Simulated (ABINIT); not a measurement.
# Calculated records

```
Beyond one shot: ZnSe (Stilleite)
1.0
     0.00000    2.83380    2.83380
     2.83380    0.00000    2.83380
     2.83380    2.83380    0.00000
Zn Se
1 1
Direct
  0.00000 0.00000 0.00000
  0.25000 0.25000 0.25000
# method: RPA screening on PBE from quasiparticle energies and orbitals, plane waves, norm-conserving pseudopotentials (and 4 further levels or steps)
# program: ABINIT 10.8.3
# settings: cutoff 48 Ha, PseudoDojo scalar-relativistic 0.4 stringent, norm-conserving, potential set dojo-sr-pbe-0.4-stringent, ngkpt (4, 4, 4), nband 95, ecuteps 5 Ha, gwcalctyp 28, inclvkb 2, shiftk (0, 0, 0), symchi 1, awtr 1, frequency ppm, cycle 6, q points all but q = 0, 4×4×4 k-mesh
# cost: 19 runs, 32 min in all on 4 MPI ranks of Arm Neoverse V1, shared host
# notes: The cell and positions come from the Crystallography Open Database and are kept as given unless a step says otherwise. Limits: no spin-orbit coupling. The 4×4×4 mesh is coarse for this cell, which bears on the long-range parts of exchange and screening.
# G0W0: 2.008 eV
# QSGW, cycle 1: 2.166 eV
# QSGW, cycle 2: 2.281 eV
# QSGW, cycle 3: 2.357 eV
# QSGW, cycle 4: 2.398 eV
# QSGW, cycle 5: 2.414 eV
# QSGW, cycle 6: 2.420 eV
# known limits: short of the basis limit; no spin-orbit coupling; coarse k mesh
```

[Long decimals in the printed logs are rounded to 6 places.]

[Logs are printed without paths, hosts, clocks, repeated set-up lines and the standing remarks that a program may print on its own settings, such as how far it seeks lower states.]

[Paths, hosts, dates, memory and timing lines, banners, echoed tables and standing remarks are left out of the program output; an Ansatz launch command may be rebuilt from the run's recorded settings. Measured values are a selection of at most five: reports struck by readers or far from the other reports are left out. None is set beside runs whose start may be inverted or whose files or cutoffs have a known fault.]

[Runs of the session that timed out or met a known fault of the program may be left out.]

[Hosts, paths, dates, database ids (printed as entryN), source tags and the programs' standing remarks are cut or masked in the printed files.]

[G0W0 gaps are taken among the corrected bands and points alone; a level outside them can change the order at an edge.]

[Where Ansatz stands beside ABINIT at settings called matched, ABINIT's density can come from a denser mesh and the files from another edition; pairs whose starting gaps differed by over 0.03 eV were left out, so agreement reads better than it is.]
